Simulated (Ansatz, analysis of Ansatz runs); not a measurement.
## Interstitial H in bcc V, hop from a tetrahedral to the next tetrahedral site: migration barrier, PBE

How near does this set-up come to the measured migration barrier? Subject: interstitial H in bcc V, hop from a tetrahedral to the next tetrahedral site. Set-up: PBE, 32-site cell, PBE lattice, 420 eV, k: 4x4x4 Gamma-centred, Fermi-Dirac 0.05 eV. The model is a cell of 32 host atoms with 1 H put in. The barrier is the energy of the highest image of a climbing band over the relaxed site that the atom leaves. This set-up takes another sampling or smearing than the usual one for this cell.

**The experiment.** Migration barrier: 0.046 eV, by Gorsky effect and other diffusion measurements (T > 250 K); average of cited values (quoted in “Explainable Machine Learning for Hydrogen Diffusion in Metals and Random Binary Alloys”, 2023, G. M. Lu et al., quoting earlier work (1983)). The calculation is set beside it at the end.

Main program and level: Ansatz 0.2.0; plane-wave PAW DFT, PBE; relaxation of all atoms of a defect supercell.

## Step 1: The starting structure

The cell holds 33 atoms: 32 V and 1 H. Its edges and angles: a = 8.475 Å, b = 8.475 Å, c = 8.475 Å, α = 60.0°, β = 60.0°, γ = 60.0°. It derives from V (space group Im-3m). Nearest the centre at fractional (0.312, 0.438, 0.562): H33 at 0.00 Å, V7 at 1.67 Å, V29 at 1.67 Å, V14 at 1.67 Å, V4 at 1.67 Å, V11 at 2.70 Å, V13 at 2.70 Å, V8 at 2.70 Å.

The host's primitive cell comes from a first run (plane-wave PAW DFT, PBE; relaxation of the host's cell and atoms): vectors of 2.595, 2.595 and 2.595 Å. That is 13.45 Å³ an atom, 3.2 % under the diffraction cell's volume. The supercell is built on it.

## Step 2: Relaxation, charge 0

A barrier counts from a true minimum, so both ends of the jump are relaxed first.

Input file start/input.yaml:

```yaml
relax:
  f_tol: 0.02
  max_steps: 80
  escape_saddle: false
crystal:
  lattice:
    - [0.0, 5.99246225, 5.99246225]
    - [5.99246225, 0.0, 5.99246225]
    - [5.99246225, 5.99246225, 0.0]
  atoms:
    - { symbol: V, position: [0.0, 0.0, 0.0] }
    - { symbol: V, position: [0.125, 0.125, 0.125] }
    - { symbol: V, position: [0.25, 0.25, 0.25] }
    - { symbol: V, position: [0.375, 0.375, 0.375] }
    - { symbol: V, position: [0.0, 0.0, 0.5] }
    - { symbol: V, position: [0.125, 0.125, 0.625] }
    - { symbol: V, position: [0.25, 0.25, 0.75] }
    - { symbol: V, position: [0.375, 0.375, 0.875] }
    - { symbol: V, position: [0.0, 0.5, 0.0] }
    - { symbol: V, position: [0.125, 0.625, 0.125] }
    - { symbol: V, position: [0.25, 0.75, 0.25] }
    - { symbol: V, position: [0.375, 0.875, 0.375] }
    - { symbol: V, position: [0.0, 0.5, 0.5] }
    - { symbol: V, position: [0.125, 0.625, 0.625] }
    - { symbol: V, position: [0.25, 0.75, 0.75] }
    - { symbol: V, position: [0.375, 0.875, 0.875] }
    - { symbol: V, position: [0.5, 0.0, 0.0] }
    - { symbol: V, position: [0.625, 0.125, 0.125] }
    - { symbol: V, position: [0.75, 0.25, 0.25] }
    - { symbol: V, position: [0.875, 0.375, 0.375] }
    - { symbol: V, position: [0.5, 0.0, 0.5] }
    - { symbol: V, position: [0.625, 0.125, 0.625] }
    - { symbol: V, position: [0.75, 0.25, 0.75] }
    - { symbol: V, position: [0.875, 0.375, 0.875] }
    - { symbol: V, position: [0.5, 0.5, 0.0] }
    - { symbol: V, position: [0.625, 0.625, 0.125] }
    - { symbol: V, position: [0.75, 0.75, 0.25] }
    - { symbol: V, position: [0.875, 0.875, 0.375] }
    - { symbol: V, position: [0.5, 0.5, 0.5] }
    - { symbol: V, position: [0.625, 0.625, 0.625] }
    - { symbol: V, position: [0.75, 0.75, 0.75] }
    - { symbol: V, position: [0.875, 0.875, 0.875] }
    - { symbol: H, position: [0.3125, 0.4375, 0.5625] }
basis:
  ecutwfc: 420
  xc_grid: 2
hamiltonian:
  xc: pbe
kpoints:
  mp_grid: { grid: [4, 4, 4] }
scf:
  occupations: { method: fermi_dirac, width: 0.05 }
  max_iter: 120
output:
  forces: true
checkpoint:
  write: "../start.run"
  compress: false
  write_wavefunctions: true
  write_every: 100000
```

Run with:

```bash
ansatz run input.yaml --threads 4 --pin off --max-ram 14131MiB --backend cpu --events-out ev --progress --plain --runs-dir out
```

Numbers of over 12 decimals in the logs are rounded to 6 here.

The log of the run:

```text
[... repeated set-up lines and file paths are left out, and long positions are rounded to six places ...]
Engine: ansatz 0.2.0, aarch64-unknown-linux-gnu
Pseudopotentials: kind: paw
Pseudopotential: V, paw, valence charge 13, recommended cutoff 420 eV (normal), V.paw.azcp
Pseudopotential: H, paw, valence charge 1, recommended cutoff 420 eV (normal), H.paw.azcp
Functional definition: PBE
  parameter kappa = 0.804
  parameter beta = 0.066725
  exchange = pbe_x(kappa = kappa, mu = beta*pi^2/3)
  correlation = pbe_c(beta = beta)
Crystal: 33 atoms, lattice volume = 430.374 Å³
Basis set: ecut = 420 eV, 8393 PW (Γ), exchange–correlation on 120×120×120 points (8 copies of the dense FFT grid, shifted against one another)
Bands: 251, of which v1, the nominal top of the filled ones, is band 209 counted from 1 (208 counted from 0)
Symmetry: 8 space group operations
Space group: I-42m (ITA 121), of the structure as read, at distance tolerance 7.6e-5 Å
k-points: 13 of 64 (time reversal used)
Non-local potential: V, projectors of the file, l = 0: 3, l = 1: 2, l = 2: 3, l = 3: 1
Non-local potential: H, projectors of the file, l = 0: 2, l = 1: 1
PAW form: soft (Blöchl's): semilocal exchange-correlation on the pseudo side does not see the compensation charge
PAW one-centre angular grid: V, 590 points (default); XC on 64 Gauss nodes
PAW one-centre angular grid: H, 110 points (default); XC on 64 Gauss nodes
Initial density: superposition of atomic densities (neutral atoms: chi_scale 0, normalization atom), corrected by the library's trained network
Initial wavefunctions: pseudopotential atomic-orbital guess
Functional: x = pbe(κ = 0.804, μ = 0.219515), c = pbe(β = 0.066725)
SCF iter   1: F=—  HF=-93213.350346 eV  |F-HF|=—  |Δ(HF+E_count)|=         —  Δρ=6.11e-3  dr2=1.70e-1  ethr=1.77e-3  ⟨swp⟩=8.3  Hψ=11857  notcnv=0  defer=26
preconditioner: auto → Kerker (q_TF=auto, 2.714 Å⁻¹)  [metal: Δε(μ)=0.003 eV  Ē_g=3.056 eV  σ=0.050 eV  W_gap=0.01  n_scr=136 (ndim 8)  ℏωp=22.7 eV  f_vac=0.000  D(μ)=52.42/eV (n_scr^D=748)]
SCF iter   2: F=—  HF=-93213.353018 eV  |F-HF|=—  |Δ(HF+E_count)|=   2.67e-3  Δρ=3.32e-3  dr2=3.89e-2  ethr=4.08e-5  ⟨swp⟩=2.2  Hψ=4415  notcnv=0  defer=64
SCF iter   3: F=—  HF=-93213.353733 eV  |F-HF|=—  |Δ(HF+E_count)|=   7.15e-4  Δρ=6.56e-4  dr2=1.06e-3  ethr=9.32e-6  ⟨swp⟩=1.8  Hψ=3420  notcnv=0  defer=64
SCF iter   4: F=—  HF=-93213.354468 eV  |F-HF|=—  |Δ(HF+E_count)|=   7.35e-4  Δρ=1.94e-4  dr2=9.57e-5  ethr=2.54e-7  ⟨swp⟩=2.7  Hψ=5999  notcnv=0  defer=64
iter 5 did not close the SCF: its close was put off for the readings that it lacked (scf_convergence_deferred on its scf_iter line)
SCF iter   5: F=-93213.354482 eV  HF=-93213.354482 eV  |F-HF|=4.19e-7  |Δ(HF+E_count)|=   1.38e-5  Δρ=3.54e-5  dr2=2.98e-6  ethr=2.29e-8  ⟨swp⟩=2.0  Hψ=3349  notcnv=0  defer=64
SCF iter   6: F=-93213.354482 eV  HF=-93213.354483 eV  |F-HF|=5.57e-7  |Δ(HF+E_count)|=   1.03e-6  Δρ=1.26e-5  dr2=7.84e-7  ethr=7.15e-10  ⟨swp⟩=2.0  Hψ=8223  notcnv=0
SCF 1 converged in 6 iterations: F = -93213.354482 eV  dr2 = 7.84e-7
  greatest PAW one-centre occupation: 1.000 electrons in one spin orbital (limit 2), on the V atom at site 31 (counted from 0), in its partial waves of l = 0
relax step   1: F+E_penalty+E_count = -93213.35448248 eV  Δ(F+E_penalty+E_count) = +0.000e0 eV  max|allowed force component| = 1.166e0 eV/Å  Δτ_max = 0.0000 Å  (6 SCF iters, dr2 threshold 1.00e-5 eV, accepted)
[... the SCF cycles and remarks between the steps are left out from here to the last step ...]
relax step   2: F+E_penalty+E_count = -93213.54256548 eV  Δ(F+E_penalty+E_count) = -1.881e-1 eV  max|allowed force component| = 4.528e-1 eV/Å  Δτ_max = 0.0495 Å  (6 SCF iters, dr2 threshold 8.49e-5 eV, accepted)
relax step   3: F+E_penalty+E_count = -93213.58947136 eV  Δ(F+E_penalty+E_count) = -4.691e-2 eV  max|allowed force component| = 3.432e-2 eV/Å  Δτ_max = 0.0379 Å  (6 SCF iters, dr2 threshold 1.28e-5 eV, accepted)
SCF iter   1: F=—  HF=-93213.591033 eV  |F-HF|=—  |Δ(HF+E_count)|=         —  Δρ=1.27e-3  dr2=2.07e-2  ethr=8.94e-5  ⟨swp⟩=4.4  Hψ=6236  notcnv=0  defer=188
SCF iter   2: F=—  HF=-93213.590125 eV  |F-HF|=—  |Δ(HF+E_count)|=   9.08e-4  Δρ=5.57e-4  dr2=4.79e-3  ethr=4.97e-6  ⟨swp⟩=1.0  Hψ=3757  notcnv=0  defer=190
SCF iter   3: F=—  HF=-93213.589723 eV  |F-HF|=—  |Δ(HF+E_count)|=   4.02e-4  Δρ=1.02e-4  dr2=7.13e-5  ethr=1.15e-6  ⟨swp⟩=2.0  Hψ=3595  notcnv=0  defer=190
SCF iter   4: F=—  HF=-93213.590369 eV  |F-HF|=—  |Δ(HF+E_count)|=   6.45e-4  Δρ=1.93e-5  dr2=4.35e-6  ethr=1.71e-8  ⟨swp⟩=2.8  Hψ=4699  notcnv=0  defer=190
SCF iter   5: F=—  HF=-93213.590368 eV  |F-HF|=—  |Δ(HF+E_count)|=   6.42e-7  Δρ=5.30e-6  dr2=1.38e-7  ethr=1.04e-9  ⟨swp⟩=2.5  Hψ=4266  notcnv=0  defer=190
SCF iter   6: F=-93213.590368 eV  HF=-93213.590368 eV  |F-HF|=3.53e-8  |Δ(HF+E_count)|=   1.54e-8  Δρ=2.68e-6  dr2=3.86e-8  ethr=2.40e-11  ⟨swp⟩=5.5  Hψ=10552  notcnv=0
SCF 4 converged in 6 iterations: F = -93213.590368 eV  dr2 = 3.86e-8
relax step   4: F+E_penalty+E_count = -93213.59036818 eV  Δ(F+E_penalty+E_count) = -8.968e-4 eV  max|allowed force component| = 7.976e-3 eV/Å  Δτ_max = 0.0048 Å  (6 SCF iters, accepted)
NSCF: frozen V_eff on 13 k-points
the band table was solved once a step of the walk had ended and its energy, with any forces and stress, was formed, with the checks that follow a solve (12144 applications of the Hamiltonian). They found nothing against the state; [...]
SCF converged after 6 iterations
Free energy (F): -93213.590368 eV
Harris-Foulkes:  -93213.590368 eV  (|F-HF|=3.53e-8)
Internal energy: -93213.158937 eV  (E = F + TS)
E sigma→0 (E₀):  -93213.374653 eV
Entropy (-TS):   -0.431431 eV (-13.074 meV/atom)
Fermi energy:    16.608871 eV
--- Per-component energies (eV) ---
  E_band       = -4586.034353
  E_kinetic    = 10788.972572
  E_local      = -28546.979407  (includes V_loc(G=0)·N_el)
  E_nonlocal   = -1457.910270
  E_hartree    = 13135.784133
  E_xc         = -4189.037096
  E_vxc        = -5311.457501  (∫ρ·V_xc dr)
  E_paw        = -35608.592752  (= ΣΔE_a)
  E_vpaw       = -6330.254099  (= ΣTr[D̂ρ^β])
  E_aug_tail   = 0.006836  (compensation charges beyond the density's cutoff)
  E_ewald      = -47335.402954
  E_smearing   = -0.431431  (= −TS)
  E_closure    = 0.000000  (closes the sum)
  Σ components = -93213.590368   (vs F -93213.590368, Δ=0.00e0)
--- Forces (eV/Å), atoms counted from 1 ---
  atom   1  V      0.00000000     0.00172003     0.00198710
  atom   2  V     -0.00459249    -0.00338006     0.00367718
  atom   3  V      0.00367718     0.00338006     0.00459249
  atom   4  V      0.00797608    -0.00065623     0.00000000
  atom   5  V     -0.00367718     0.00338006    -0.00459249
  atom   6  V      0.00696023     0.00460464    -0.00054410
  atom   7  V     -0.00000000     0.00065623     0.00797608
  atom   8  V      0.00212839     0.00518185     0.00000000
  atom   9  V      0.00054410    -0.00460464     0.00696023
  atom  10  V      0.00369713     0.00093025    -0.00000000
  atom  11  V      0.00000000    -0.00518185     0.00212839
  atom  12  V     -0.00696023     0.00460464     0.00054410
  atom  13  V      0.00000000    -0.00518185    -0.00212839
  atom  14  V     -0.00797608    -0.00065623     0.00000000
  atom  15  V      0.00054410    -0.00460464    -0.00696023
  atom  16  V      0.00459249    -0.00338006     0.00367718
  atom  17  V     -0.00000000    -0.00093025     0.00369713
  atom  18  V      0.00198710    -0.00172003     0.00000000
  atom  19  V     -0.00054410    -0.00460464    -0.00696023
  atom  20  V      0.00459249    -0.00338006    -0.00367718
  atom  21  V     -0.00054410    -0.00460464     0.00696023
  atom  22  V     -0.00212839     0.00518185     0.00000000
  atom  23  V     -0.00000000    -0.00093025    -0.00369713
  atom  24  V     -0.00696023     0.00460464    -0.00054410
  atom  25  V      0.00367718     0.00338006    -0.00459249
  atom  26  V      0.00696023     0.00460464     0.00054410
  atom  27  V      0.00000000     0.00172003    -0.00198710
  atom  28  V     -0.00369713     0.00093025     0.00000000
  atom  29  V     -0.00000000     0.00065623    -0.00797608
  atom  30  V     -0.00459249    -0.00338006    -0.00367718
  atom  31  V     -0.00367718     0.00338006     0.00459249
  atom  32  V     -0.00198710    -0.00172003     0.00000000
  atom  33  H      0.00000000     0.00000000     0.00000000
  max |Σ_I F_I| component: 1.52e-17 eV/Å
--- Band table (eV; the first three rows and the last of 13) ---
  k-point 0: bands = ["-47.0932", "-46.9801", "-46.9801", "-46.9715", [... 243 left out ...] "19.0337", "19.0416", "19.0439", "19.0439"]
  k-point 1: bands = ["-47.0822", "-47.0109", "-46.9833", "-46.9746", [... 243 left out ...] "18.9397", "18.9560", "18.9668", "18.9696"]
  [... further k-points left out ...]
--- Relaxed structure (4 steps of the walk, 4 accepted, 0 SCFs on fresh bases) ---
  F+E_penalty+E_count = -93213.59036818 eV   max|allowed force component| = 7.976e-3 eV/Å
  atoms:
    - { symbol: V, position: [-0.000236, -0.000313, 0.000313] }
    - { symbol: V, position: [0.124539, 0.123319, 0.126144] }
    - { symbol: V, position: [0.250999, 0.249539, 0.248319] }
    - { symbol: V, position: [0.377546, 0.372454, 0.364843] }
    - { symbol: V, position: [-0.001681, 0.001144, 0.500999] }
    - { symbol: V, position: [0.124391, 0.123970, 0.626386] }
    - { symbol: V, position: [0.247454, 0.239843, 0.760157] }
    - { symbol: V, position: [0.375574, 0.374426, 0.877574] }
    - { symbol: V, position: [-0.001030, 0.501386, 0.000253] }
    - { symbol: V, position: [0.124386, 0.625614, 0.124763] }
    - { symbol: V, position: [0.249426, 0.752574, 0.247426] }
    - { symbol: V, position: [0.376386, 0.875253, 0.374391] }
    - { symbol: V, position: [-0.002574, 0.500574, 0.499426] }
    - { symbol: V, position: [0.114843, 0.635157, 0.627546] }
    - { symbol: V, position: [0.248614, 0.751030, 0.750609] }
    - { symbol: V, position: [0.374001, 0.873856, 0.876681] }
    - { symbol: V, position: [0.500614, -0.000237, 0.000237] }
    - { symbol: V, position: [0.625236, 0.124764, 0.124687] }
    - { symbol: V, position: [0.750253, 0.249391, 0.248970] }
    - { symbol: V, position: [0.876144, 0.375999, 0.374539] }
    - { symbol: V, position: [0.500609, -0.000253, 0.498614] }
    - { symbol: V, position: [0.627574, 0.122426, 0.625574] }
    - { symbol: V, position: [0.750237, 0.249386, 0.750614] }
    - { symbol: V, position: [0.874747, 0.373614, 0.876030] }
    - { symbol: V, position: [0.500461, 0.499001, -0.001144] }
    - { symbol: V, position: [0.626030, 0.625609, 0.124747] }
    - { symbol: V, position: [0.750313, 0.750236, 0.249764] }
    - { symbol: V, position: [0.874763, 0.875237, 0.374386] }
    - { symbol: V, position: [0.510157, 0.502546, 0.497454] }
    - { symbol: V, position: [0.626681, 0.625461, 0.624001] }
    - { symbol: V, position: [0.748856, 0.751681, 0.750461] }
    - { symbol: V, position: [0.874687, 0.875313, 0.875236] }
    - { symbol: H, position: [0.312500, 0.437500, 0.5625] }
```

Run time: 4.1 min. Hardware: 4 threads of Arm Neoverse V1, shared host; peak memory 3.3 GiB.

Step by step:

| step | energy less that of the first step (eV) | largest force component (eV/Å) |
| --- | --- | --- |
| 1 | 0.0000 | 1.1658 |
| 2 | -0.1881 | 0.4528 |
| 3 | -0.2350 | 0.0343 |
| 4 | -0.2359 | 0.0080 |

Forces are held to the 8 operations that the run works with; a distortion that breaks them can't arise in this run.

The atoms that moved most (Å):

| atom | dx | dy | dz | length |
| --- | --- | --- | --- | --- |
| V7 | 0.000 | 0.046 | -0.076 | 0.089 |
| V4 | -0.076 | -0.046 | 0.000 | 0.089 |
| V14 | 0.076 | -0.046 | 0.000 | 0.089 |
| V29 | 0.000 | 0.046 | 0.076 | 0.089 |
| V13 | 0.000 | -0.019 | -0.012 | 0.022 |
| V11 | 0.000 | -0.019 | 0.012 | 0.022 |
| V22 | -0.012 | 0.019 | 0.000 | 0.022 |
| V8 | 0.012 | 0.019 | 0.000 | 0.022 |

Neighbours of H33 at the end:

| atom | distance (Å) |
| --- | --- |
| V29 | 1.763 |
| V4 | 1.763 |
| V14 | 1.763 |
| V7 | 1.763 |
| V22 | 2.723 |
| V8 | 2.723 |
| V11 | 2.723 |
| V13 | 2.723 |

Read from the output:

- free energy: -93213.5904 eV
- smearing term TS: 0.4314 eV

The series, run alike:

| run | outcome | energy less the first (eV) | moment (μB) | time |
| --- | --- | --- | --- | --- |
| relaxation, charge 0 | converged | 0.0000 | 0.00 | 4.1 min |
| relaxation, charge 0 | converged | 0.0000 | 0.00 | 4 min |

The relaxation ends 7.1 meV an atom lower, with a largest force component of 0.0080 eV/Å.

(Part 1 of 2 ends here.)

[Logs are printed without paths, hosts, clocks, repeated set-up lines and the standing remarks that a program may print on its own settings, such as how far it seeks lower states.]

[Hosts, paths, dates, database ids (printed as entryN), source tags and the programs' standing remarks are cut or masked in the printed files.]

[For some hosts the program warned that the k-mesh of the response run may be too coarse for force constants and the static dielectric constant; such warnings are not shown here.]
